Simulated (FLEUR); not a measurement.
# How the volume moves the moments of FeNi3 (Awaruite)

How does the volume change the magnetic state of FeNi3 (Awaruite)?

Calculated with FLEUR MaX-R8.1; PBE; all-electron FLAPW, Dirac cores, scalar-relativistic bands.

### 1. Starting point

It takes space group Pm-3m (No. 221, cubic). Conventional cell: a = 3.545 Å, b = 3.545 Å, c = 3.545 Å, α = 90.00°, β = 90.00°, γ = 90.00°. Fe has 12 Ni at 2.51 Å nearest. Nearest to Ni lie 4 Fe at 2.51 Å and 8 Ni at 2.51 Å. Farther neighbours are not listed.

As a file:

```
Fe Ni
1.0
     3.54500    0.00000    0.00000
     0.00000    3.54500    0.00000
     0.00000    0.00000    3.54500
Fe Ni
1 3
Direct
  0.00000 0.00000 0.00000
  0.00000 0.50000 0.50000
  0.50000 0.00000 0.50000
  0.50000 0.50000 0.00000
```

### 2. Factor 1, start ferro ++++

The scan starts at the cell as given.

All lengths change alike; the factor is that of the volume. Atoms keep their fractional places. Spheres, Kmax and the mesh are the same at all points, the spheres being those of the tightest cell. inpgen writes inp.xml from crystal.txt; cutoffs, mixing, functional, smearing and local orbitals are then set in the file. The k list default-1 (kpts.xml, not shown) is a Γ-centred 8×8×8 mesh; where the ranks do not divide the number of points, some are split in two of half the weight.

inp.xml reads:

```
<?xml version="1.0" encoding="UTF-8" standalone="no"?>
<fleurInput fleurInputVersion="0.39">
   <comment>
      FeNi3
   </comment>
   <calculationSetup>
      <cutoffs Kmax="3.71" Gmax="11.1" GmaxXC="11.1" numbands="0"/>
      <scfLoop itmax="110" minDistance="0.00002" maxIterBroyd="15" imix="Anderson" alpha="0.05" precondParam="0.0" spinf="2.0" sdNocoIR="T"/>
      <coreElectrons ctail="T" frcor="F" kcrel="0" coretail_lmax="0"/>
      <xcFunctional name="pbe" relativisticCorrections="F"/>
      <magnetism jspins="2"/>
      <soc l_soc="F" theta="0.0" phi="0.0" spav="F"/>
      <expertModes spex="0" secvar="F"/>
      <geometryOptimization l_f="F" forcealpha="1.0" forcemix="BFGS" epsdisp="0.00001" epsforce="0.00001"/>
      <ldaU l_linMix="F" mixParam="0.05" spinf="1.0"/>
   </calculationSetup>
   <cell>
      <bzIntegration valenceElectrons="70.0" mode="hist" fermiSmearingEnergy="0.00183747">
         <kPointListSelection listName="default-1"/>
         <xi:include xmlns:xi="http://www.w3.org/2001/XInclude" href="kpts.xml"> </xi:include>
      </bzIntegration>
      <xi:include xmlns:xi="http://www.w3.org/2001/XInclude" href="sym.xml"> </xi:include>
      <bulkLattice scale="1.0">
         <bravaisMatrix>
            <row-1>    6.6990791117069994     0.0000000000000000     0.0000000000000000</row-1>
            <row-2>    0.0000000000000000     6.6990791117069994     0.0000000000000000</row-2>
            <row-3>    0.0000000000000000     0.0000000000000000     6.6990791117069994</row-3>
         </bravaisMatrix>
      </bulkLattice>
   </cell>
   <atomSpecies>
      <species name="Iron (Fe) 2.800" element="Fe" atomicNumber="26">
         <mtSphere radius="2.21" gridPoints="731" logIncrement="0.017"/>
         <atomicCutoffs lmax="8" lnonsphr="6"/>
         <electronConfig flipSpins="F">
            <coreConfig>(1s1/2) (2s1/2) (2p1/2) (2p3/2)</coreConfig>
            <valenceConfig>(3s1/2) (3p1/2) (3p3/2) (4s1/2) (3d3/2) (3d5/2)</valenceConfig>
            <stateOccupation state="(3d3/2)" spinUp="1.4" spinDown="1.0"/>
            <stateOccupation state="(3d5/2)" spinUp="3.0" spinDown="0.6"/>
         </electronConfig>
         <energyParameters s="4" p="4" d="3" f="4"/>
         <lo type="SCLO" l="0" n="3" eDeriv="0"/>
         <lo type="SCLO" l="1" n="3" eDeriv="0"/>
      </species>
      <species name="Nickel (Ni1.001" element="Ni" atomicNumber="28">
         <mtSphere radius="2.21" gridPoints="731" logIncrement="0.017"/>
         <atomicCutoffs lmax="8" lnonsphr="6"/>
         <electronConfig flipSpins="F">
            <coreConfig>(1s1/2) (2s1/2) (2p1/2) (2p3/2)</coreConfig>
            <valenceConfig>(3s1/2) (3p1/2) (3p3/2) (4s1/2) (3d3/2) (3d5/2)</valenceConfig>
            <stateOccupation state="(3d3/2)" spinUp="1.6" spinDown="1.6"/>
            <stateOccupation state="(3d5/2)" spinUp="2.9005" spinDown="1.8995"/>
         </electronConfig>
         <energyParameters s="4" p="4" d="3" f="4"/>
         <lo type="SCLO" l="0" n="3" eDeriv="0"/>
         <lo type="SCLO" l="1" n="3" eDeriv="0"/>
      </species>
   </atomSpecies>
   <atomGroups>
      <atomGroup species="Iron (Fe) 2.800">
         <relPos label="                   1">.0000000000 .0000000000 .0000000000</relPos>
         <force calculate="T" relaxXYZ="TTT"/>
      </atomGroup>
      <atomGroup species="Nickel (Ni1.001">
         <relPos label="                   2">.0000000000 1.000/2.000 1.000/2.000</relPos>
         <relPos label="                   3">1.000/2.000 .0000000000 1.000/2.000</relPos>
         <relPos label="                   4">1.000/2.000 1.000/2.000 .0000000000</relPos>
         <force calculate="T" relaxXYZ="TTT"/>
      </atomGroup>
   </atomGroups>
   <output dos="F" band="F" slice="F">
      <bandDOS minEnergy="-.5*Htr" maxEnergy="0.5*Htr" sigma="0.015" storeEVData="T"/>
      <plotting iplot="0" polar="F">
         <plot TwoD="T" vec1="  1.0  0.0  0.0" vec2="  0.0  1.0  0.0" vec3="  0.0  0.0  1.0" zero="  0.0  0.0  0.0" file="plot"/>
      </plotting>
      <moessbauerParams electricFieldGradient="F" isomerShift="F" coreHyperfine="F" valenceHyperfine="F"/>
   </output>
</fleurInput>
```

crystal.txt reads:

```
FeNi3
&input film=F cartesian=F /
3.54500000000  0.00000000000  0.00000000000
0.00000000000  3.54500000000  0.00000000000
0.00000000000  0.00000000000  3.54500000000
1.8897261246
1.0 1.0 1.0

4
26 0.00000000000  0.00000000000  0.00000000000 : 2.800
28 0.00000000000  0.50000000000  0.50000000000 : 1.001
28 0.50000000000  0.00000000000  0.50000000000 : 1.001
28 0.50000000000  0.50000000000  0.00000000000 : 1.001

&kpt div1=8 div2=8 div3=8 gamma=T /
```

Command:

```
OMP_NUM_THREADS=1 inpgen -f crystal.txt > inpgen.log  # inp.xml is then edited as shown
OMP_NUM_THREADS=1 mpirun -n 8 fleur_MPI > fleur.log
```

The log of the run:

```text
Welcome to FLEUR        (www.flapw.de)
      MaX-Release 8.1          (www.max-centre.eu)

 ========== k-point set info ==========
 Selected k-point list: default-1
 k-point list type: mesh
 0 x 0 x 0
 Number of k points: 40

 ------------Calculation Setup---------------------------
 Number of MPI-tasks      :            8
 Number of PE/node        :            8
 Number of OMP-threads    :            1
 k-points in parallel     :            8
 pe's per k-point         :            1
 No of k-point loops      :            5
 Eigenvalue solver        :       lapack
 Number of basis functions:          304
 Approximate size of matrices (H+S) per k-point:         0.001 GB
 --------------------------------------------------------
 Iteration:     1   Distance:      22.35294593 me/bohr^3
 Iteration:     2   Distance:      10.32609347 me/bohr^3
 Iteration:     3   Distance:       7.39006778 me/bohr^3
 Iteration:     4   Distance:       8.97748643 me/bohr^3
 Iteration:     5   Distance:       5.40892580 me/bohr^3
 Iteration:     6   Distance:       1.12549225 me/bohr^3
 Iteration:     7   Distance:       1.92936014 me/bohr^3
 Iteration:     8   Distance:       1.08815040 me/bohr^3
 Iteration:     9   Distance:       1.02413208 me/bohr^3
 Iteration:    10   Distance:       0.08602237 me/bohr^3
 Iteration:    11   Distance:       0.16486586 me/bohr^3
 Iteration:    12   Distance:       0.02013069 me/bohr^3
 Iteration:    13   Distance:       0.01847918 me/bohr^3
 Iteration:    14   Distance:       0.01112983 me/bohr^3
 Iteration:    15   Distance:       0.01092104 me/bohr^3
 Iteration:    16   Distance:       0.00757666 me/bohr^3
 Iteration:    17   Distance:       0.00707662 me/bohr^3
 Iteration:    18   Distance:       0.00252004 me/bohr^3
 Iteration:    19   Distance:       0.00152586 me/bohr^3
 Iteration:    20   Distance:       0.00032912 me/bohr^3
 Iteration:    21   Distance:       0.00027016 me/bohr^3
 Iteration:    22   Distance:       0.00009790 me/bohr^3
 Iteration:    23   Distance:       0.00003483 me/bohr^3
 Iteration:    24   Distance:       0.00000591 me/bohr^3

 ********************************************************************
 Run finished successfully
 Stop message:
   all done
 ********************************************************************

--- out.xml (last complete iteration) ---
<iteration numberForCurrentRun="   24" overallNumber="   24">
         [... left out ...]
         <bandgap value="0.0007996797" units="eV"/>
         <sumValenceSingleParticleEnergies value="-62.5212711685" units="Htr"/>
         <FermiEnergy value="0.3465768061" units="Htr"/>
         <valenceDensity>
            <mtCharges spin="1">
               <mtCharge atomType="1" total="8.7505652" s="1.1777985" p="3.1522252" d="4.4067002" f="0.0108474"/>
               <mtCharge atomType="2" total="8.8075158" s="1.1944813" p="3.1632145" d="4.4363881" f="0.0103684"/>
            </mtCharges>
            <mtCharges spin="2">
               <mtCharge atomType="1" total="5.8131270" s="1.1629613" p="3.1488042" d="1.4865880" f="0.0117362"/>
               <mtCharge atomType="2" total="8.1223122" s="1.2053605" p="3.1945946" d="3.7102611" f="0.0095005"/>
            </mtCharges>
            <spinDependentCharge spin="1" total="37.4194086" interstitial="2.2462960" mtSpheres="35.1731127"/>
            <spinDependentCharge spin="2" total="32.5805914" interstitial="2.4005277" mtSpheres="30.1800637"/>
            <totalCharge value="70.0000000000"/>
         </valenceDensity>
         [... left out ...]
         <magneticMomentsInMTSpheres units="muBohr">
            <globalMagMoment atomType="1" vec="0.00000   0.00000   2.93744"/>
            <localMagMoment atomType="1" vec="0.00000   0.00000   2.93744"/>
            <globalMagMoment atomType="2" vec="0.00000   0.00000   0.68520"/>
            <localMagMoment atomType="2" vec="0.00000   0.00000   0.68520"/>
         </magneticMomentsInMTSpheres>
         [... left out ...]
         <totalEnergy value="    -5835.3076013828" units="Htr">
            <sumOfEigenvalues value="    -3351.7958343077">
               <coreElectrons value="-3289.2745631392"/>
               <valenceElectrons value="-62.5212711685"/>
            </sumOfEigenvalues>
            <densityCoulombPotentialIntegral value="-8956.8379037888"/>
            <densityEffectivePotentialIntegral value="-9277.3344869268"/>
            <chargeDenXCDenIntegral value="-246.7538161971"/>
            <FockExchangeEnergyValence value="0.0000000000"/>
            <FockExchangeEnergyCore value="0.0000000000"/>
         [... left out ...]
            <tkbTimesEntropy value="0.0010138771"/>
            <freeEnergy value="-5835.3086152599"/>
            <extrapolationTo0K value="-5835.3081083214"/>
         </totalEnergy>
         <densityConvergence units="me/bohr^3">
            <chargeDensity spin="1" distance="0.0000015580"/>
            <chargeDensity spin="2" distance="0.0000053791"/>
            <overallChargeDensity distance="0.0000052722"/>
            <spinDensity distance="0.0000059099"/>
         </densityConvergence>
      </iteration>
```

Wall time 19 s (8 MPI ranks of Arm Neoverse V1, shared host); peak memory 0.36 GiB; 2.5 min of CPU time.

Spin moment in the muffin-tin sphere by atom:

```tsv
atom	spin moment in the muffin-tin sphere (μB)
Fe1	2.94
Ni2	0.69
Ni3	0.69
Ni4	0.69
```

Read from the output:

```
free energy                                                       : -158786.8366 eV
program's band gap on this mesh (in a metal only a level spacing) : 8.00e-4 eV
magnetization                                                     : 4.839 μB
final state                                                       : ferromagnetic
```

After 24 cycles the largest moment stands at 2.94 μB.

### 3. Factor 1, start ferri ++--

inp.xml: that of step 2 with these lines changed.

```diff
@@ -57,2 +57,15 @@
       </species>
+      <species name="Nickel (Ni-1.001" element="Ni" atomicNumber="28">
+         <mtSphere radius="2.21" gridPoints="731" logIncrement="0.017"/>
+         <atomicCutoffs lmax="8" lnonsphr="6"/>
+         <electronConfig flipSpins="F">
+            <coreConfig>(1s1/2) (2s1/2) (2p1/2) (2p3/2)</coreConfig>
+            <valenceConfig>(3s1/2) (3p1/2) (3p3/2) (4s1/2) (3d3/2) (3d5/2)</valenceConfig>
+            <stateOccupation state="(3d3/2)" spinUp="1.6" spinDown="1.6"/>
+            <stateOccupation state="(3d5/2)" spinUp="1.8995" spinDown="2.9005"/>
+         </electronConfig>
+         <energyParameters s="4" p="4" d="3" f="4"/>
+         <lo type="SCLO" l="0" n="3" eDeriv="0"/>
+         <lo type="SCLO" l="1" n="3" eDeriv="0"/>
+      </species>
    </atomSpecies>
@@ -65,2 +78,5 @@
          <relPos label="                   2">.0000000000 1.000/2.000 1.000/2.000</relPos>
+         <force calculate="T" relaxXYZ="TTT"/>
+      </atomGroup>
+      <atomGroup species="Nickel (Ni-1.001">
          <relPos label="                   3">1.000/2.000 .0000000000 1.000/2.000</relPos>
```

crystal.txt: that of step 2 with these lines changed.

```diff
@@ -11,4 +11,4 @@
 28 0.00000000000  0.50000000000  0.50000000000 : 1.001
-28 0.50000000000  0.00000000000  0.50000000000 : 1.001
-28 0.50000000000  0.50000000000  0.00000000000 : 1.001
+28 0.50000000000  0.00000000000  0.50000000000 : -1.001
+28 0.50000000000  0.50000000000  0.00000000000 : -1.001
```

The log of the run:

```text
[banner, memory and clock lines left out]
Welcome to FLEUR        (www.flapw.de)
      MaX-Release 8.1          (www.max-centre.eu)

 ========== k-point set info ==========
 Selected k-point list: default-1
 k-point list type: mesh
 0 x 0 x 0
 Number of k points: 80

 [... set-up left out ...]
 Iteration:     1   Distance:      32.89600945 me/bohr^3
 Iteration:     2   Distance:      28.38661713 me/bohr^3
 Iteration:     3   Distance:      23.09886878 me/bohr^3
 Iteration:     4   Distance:      27.53379194 me/bohr^3
 Iteration:     5   Distance:      14.14571764 me/bohr^3
 Iteration:     6   Distance:      13.35933166 me/bohr^3
 Iteration:     7   Distance:       9.93393445 me/bohr^3
 Iteration:     8   Distance:       7.66803900 me/bohr^3
[... lines left out ...]
[... 15 iterations left out ...]
[... lines left out ...]
 Iteration:    30   Distance:       0.00011309 me/bohr^3
 Iteration:    31   Distance:       0.00008265 me/bohr^3
 Iteration:    32   Distance:       0.00006767 me/bohr^3
 Iteration:    33   Distance:       0.00004009 me/bohr^3
 Iteration:    34   Distance:       0.00003516 me/bohr^3
 Iteration:    35   Distance:       0.00001101 me/bohr^3

 ********************************************************************
 Run finished successfully
 Stop message:
   all done
 ********************************************************************

--- out.xml (last complete iteration) ---
<iteration numberForCurrentRun="   35" overallNumber="   35">
         [... left out ...]
         <bandgap value="0.0007986007" units="eV"/>
         <sumValenceSingleParticleEnergies value="-62.5212703861" units="Htr"/>
         <FermiEnergy value="0.3465768102" units="Htr"/>
         [... left out ...]
         <magneticMomentsInMTSpheres units="muBohr">
            <globalMagMoment atomType="1" vec="0.00000   0.00000   2.93744"/>
            <globalMagMoment atomType="2" vec="0.00000   0.00000   0.68520"/>
            <globalMagMoment atomType="3" vec="0.00000   0.00000   0.68520"/>
         </magneticMomentsInMTSpheres>
         [... left out ...]
         <totalEnergy value="    -5835.3076013850" units="Htr">
            <sumOfEigenvalues value="    -3351.7958337449">
               <coreElectrons value="-3289.2745633588"/>
               <valenceElectrons value="-62.5212703861"/>
            </sumOfEigenvalues>
         [... left out ...]
            <freeEnergy value="-5835.3086152623"/>
            <extrapolationTo0K value="-5835.3081083236"/>
         </totalEnergy>
         <densityConvergence units="me/bohr^3">
            <chargeDensity spin="1" distance="0.0000070018"/>
            <chargeDensity spin="2" distance="0.0000073129"/>
            <overallChargeDensity distance="0.0000091485"/>
            <spinDensity distance="0.0000110142"/>
         </densityConvergence>
      </iteration>
```

The job ended after 46 s (8 MPI ranks; peak memory 0.44 GiB).

Spin moment in the muffin-tin sphere by atom:

```tsv
atom	spin moment in the muffin-tin sphere (μB)
Fe1	2.94
Ni2	0.69
Ni3	0.69
Ni4	0.69
```

Read from the output:

```
free energy                                                       : -158786.8366 eV
program's band gap on this mesh (in a metal only a level spacing) : 7.99e-4 eV
magnetization                                                     : 4.839 μB
final state                                                       : ferromagnetic
```

The typed pattern was not kept: a seeded moment turned or collapsed.

After 35 cycles the largest moment stands at 2.94 μB.

### 4. Factor 1, start no spin polarisation

inp.xml: that of step 3 with these lines changed.

```diff
@@ -10,3 +10,3 @@
       <xcFunctional name="pbe" relativisticCorrections="F"/>
-      <magnetism jspins="2"/>
+      <magnetism jspins="1"/>
       <soc l_soc="F" theta="0.0" phi="0.0" spav="F"/>
@@ -31,3 +31,3 @@
    <atomSpecies>
-      <species name="Iron (Fe) 2.800" element="Fe" atomicNumber="26">
+      <species name="Iron (Fe)" element="Fe" atomicNumber="26">
          <mtSphere radius="2.21" gridPoints="731" logIncrement="0.017"/>
@@ -37,4 +37,4 @@
             <valenceConfig>(3s1/2) (3p1/2) (3p3/2) (4s1/2) (3d3/2) (3d5/2)</valenceConfig>
-            <stateOccupation state="(3d3/2)" spinUp="1.4" spinDown="1.0"/>
-            <stateOccupation state="(3d5/2)" spinUp="3.0" spinDown="0.6"/>
+            <stateOccupation state="(3d3/2)" spinUp="1.200000" spinDown="1.200000"/>
+            <stateOccupation state="(3d5/2)" spinUp="1.800000" spinDown="1.800000"/>
          </electronConfig>
@@ -44,3 +44,3 @@
       </species>
-      <species name="Nickel (Ni1.001" element="Ni" atomicNumber="28">
+      <species name="Nickel (Ni)" element="Ni" atomicNumber="28">
          <mtSphere radius="2.21" gridPoints="731" logIncrement="0.017"/>
@@ -50,17 +50,4 @@
             <valenceConfig>(3s1/2) (3p1/2) (3p3/2) (4s1/2) (3d3/2) (3d5/2)</valenceConfig>
-            <stateOccupation state="(3d3/2)" spinUp="1.6" spinDown="1.6"/>
-            <stateOccupation state="(3d5/2)" spinUp="2.9005" spinDown="1.8995"/>
-         </electronConfig>
-         <energyParameters s="4" p="4" d="3" f="4"/>
-         <lo type="SCLO" l="0" n="3" eDeriv="0"/>
-         <lo type="SCLO" l="1" n="3" eDeriv="0"/>
-      </species>
-      <species name="Nickel (Ni-1.001" element="Ni" atomicNumber="28">
-         <mtSphere radius="2.21" gridPoints="731" logIncrement="0.017"/>
-         <atomicCutoffs lmax="8" lnonsphr="6"/>
-         <electronConfig flipSpins="F">
-            <coreConfig>(1s1/2) (2s1/2) (2p1/2) (2p3/2)</coreConfig>
-            <valenceConfig>(3s1/2) (3p1/2) (3p3/2) (4s1/2) (3d3/2) (3d5/2)</valenceConfig>
-            <stateOccupation state="(3d3/2)" spinUp="1.6" spinDown="1.6"/>
-            <stateOccupation state="(3d5/2)" spinUp="1.8995" spinDown="2.9005"/>
+            <stateOccupation state="(3d3/2)" spinUp="1.600000" spinDown="1.600000"/>
+            <stateOccupation state="(3d5/2)" spinUp="2.400000" spinDown="2.400000"/>
          </electronConfig>
@@ -72,3 +59,3 @@
    <atomGroups>
-      <atomGroup species="Iron (Fe) 2.800">
+      <atomGroup species="Iron (Fe)">
          <relPos label="                   1">.0000000000 .0000000000 .0000000000</relPos>
@@ -76,7 +63,4 @@
       </atomGroup>
-      <atomGroup species="Nickel (Ni1.001">
+      <atomGroup species="Nickel (Ni)">
          <relPos label="                   2">.0000000000 1.000/2.000 1.000/2.000</relPos>
-         <force calculate="T" relaxXYZ="TTT"/>
-      </atomGroup>
-      <atomGroup species="Nickel (Ni-1.001">
          <relPos label="                   3">1.000/2.000 .0000000000 1.000/2.000</relPos>
```

crystal.txt reads:

```
FeNi3
&input film=F cartesian=F /
3.54500000000  0.00000000000  0.00000000000
0.00000000000  3.54500000000  0.00000000000
0.00000000000  0.00000000000  3.54500000000
1.8897261246
1.0 1.0 1.0

4
26 0.00000000000  0.00000000000  0.00000000000
28 0.00000000000  0.50000000000  0.50000000000
28 0.50000000000  0.00000000000  0.50000000000
28 0.50000000000  0.50000000000  0.00000000000

&kpt div1=8 div2=8 div3=8 gamma=T /
```

The log of the run:

```text
[banner, memory and clock lines left out]
Welcome to FLEUR        (www.flapw.de)
      MaX-Release 8.1          (www.max-centre.eu)

 ========== k-point set info ==========
 Selected k-point list: default-1
 k-point list type: mesh
 0 x 0 x 0
 Number of k points: 40

 [... set-up left out ...]
 Iteration:     1   Distance:      17.82510236 me/bohr^3
 Iteration:     2   Distance:      10.32852913 me/bohr^3
 Iteration:     3   Distance:       8.37256833 me/bohr^3
 Iteration:     4   Distance:       7.69441599 me/bohr^3
 Iteration:     5   Distance:       2.47838177 me/bohr^3
[...]
<FermiEnergy value="0.3345516991" units="Htr"/>
         [... left out ...]
         <totalEnergy value="    -5835.2662909542" units="Htr">
            <sumOfEigenvalues value="    -3352.0112343123">
               <coreElectrons value="-3289.4416257078"/>
               <valenceElectrons value="-62.5696086044"/>
            </sumOfEigenvalues>
         [... left out ...]
            <freeEnergy value="-5835.2693948193"/>
            <extrapolationTo0K value="-5835.2678428867"/>
         </totalEnergy>
         <densityConvergence units="me/bohr^3">
            <chargeDensity spin="1" distance="0.0000070951"/>
         </densityConvergence>
      </iteration>
```

It took 9 s on 8 MPI ranks; peak memory 0.34 GiB; 71 s of CPU time.

Numbers from this step:

```yaml
free_energy: -158785.7694 eV
program_s_band_gap_on_this_mesh_in_a_metal_only_a_level_spacing: 0.002026 eV
final_state: non-magnetic (no spin polarisation)
```

(Part 1 of 2 ends here.)

[Logs and program files are shortened in this print: banners, set-up blocks, solver, clock and traceback lines can be left out without a mark of their own.]

[Logs are printed without paths, hosts, clocks, repeated set-up lines and the standing remarks that a program may print on its own settings, such as how far it seeks lower states.]

[Hosts, paths, dates, database ids (printed as entryN), source tags and the programs' standing remarks are cut or masked in the printed files.]

[Where a cell is said to come from a database of computed structures, the database is the Materials Project.]
